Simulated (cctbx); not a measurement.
**Interatomic vectors of CaYIn**

Space group P-62m (no. 189), a = 7.9410 Å, b = 7.9410 Å, c = 4.8890 Å, α = 90.00°, β = 90.00°, γ = 120.00°, content In3 Y3 Ca3.

Simulated single-crystal data (cctbx): Mo Kα, λ = 0.71073 Å, to d = 0.84 Å, 95 % of the full sphere, strongest reflection 20000 counts, noise from counting, a 2 % proportional error and a noise floor of 2 counts (s.d.); no absorption.

Patterson synthesis, origin scaled to 1000:

```text
Patterson group P 6/m m m
      u       v       w   height  length (A)
  0.000   0.000   0.000   1000.0     0.00
  0.333   0.667   0.500    398.0     5.20
  0.333   0.667   0.000    198.4     4.58
  0.087   0.322   0.500    136.5     3.35
  0.000   0.430   0.000    129.8     3.41
  0.137   0.568   0.000     89.7     4.08
  0.000   0.500   0.000     80.0     3.97
  0.100   0.425   0.000     59.0     3.06
  0.049   0.099   0.213      9.2     1.24
  0.237   0.473   0.000      7.6     3.25
  0.000   0.000   0.208      7.5     1.02
  0.000   0.151   0.000      6.8     1.20
  0.000   0.269   0.000      6.0     2.13
  0.086   0.172   0.080      3.7     1.24
```

**Question.** Which atom pairs make the peaks, and where is the heaviest atom?

A peak at u stands for all pairs with xi − xj = u, with weight Σ ZiZj against Σ Z² = 12966 at the origin. Peak heights follow these weights only roughly, since form factors, motion and series ripples differ, all vectors within 0.55 Å of a peak are counted as merged into it though the farther ones add only part of their weight, and F(000) is left out, which lowers the whole map:

| u | v | w | shortest length (Å) | height | 1000 ΣZiZj/ΣZ² | pairs in the cell |
| --- | --- | --- | --- | --- | --- | --- |
| 0.333 | 0.667 | 0.500 | 5.19 | 398 | 370 | 2 × In–In |
| 0.333 | 0.667 | 0.000 | 4.58 | 198 | 185 | 1 × In–In |
| 0.087 | 0.322 | 0.500 | 3.35 | 136 | 147 | 1 × In–Y |
| 0.000 | 0.430 | 0.000 | 3.41 | 130 | 147 | 1 × In–Y |
| 0.137 | 0.568 | 0.000 | 4.08 | 90 | 117 | 1 × Y–Y |
| 0.000 | 0.500 | 0.000 | 3.97 | 80 | 295 | 2 × In–Y |
| 0.100 | 0.425 | 0.000 | 3.06 | 59 | 76 | 1 × In–Ca |

The table stops at ten peaks or at a height of 45, below which ripples compete. In the model behind the data In, the heaviest element, has 2 independent sites: (0, 0, 0) and (2/3, 1/3, 1/2), up to an allowed shift of origin; the In–In vectors are differences of these positions and their symmetry mates. The whole model:

```
atom  mult.       x       y    z  Ueq (Å²)
 In1      1       0       0    0    0.0117
 In2      2     2/3     1/3  1/2    0.0106
  Y1      3       0  0.5640    0    0.0147
 Ca1      3  0.2436       0  1/2    0.0165
```

The model is made up (kin elements in a known structure type, no relaxation), so it says nothing on whether the phase exists.

[Logs are printed without paths, hosts, clocks, repeated set-up lines and the standing remarks that a program may print on its own settings, such as how far it seeks lower states.]
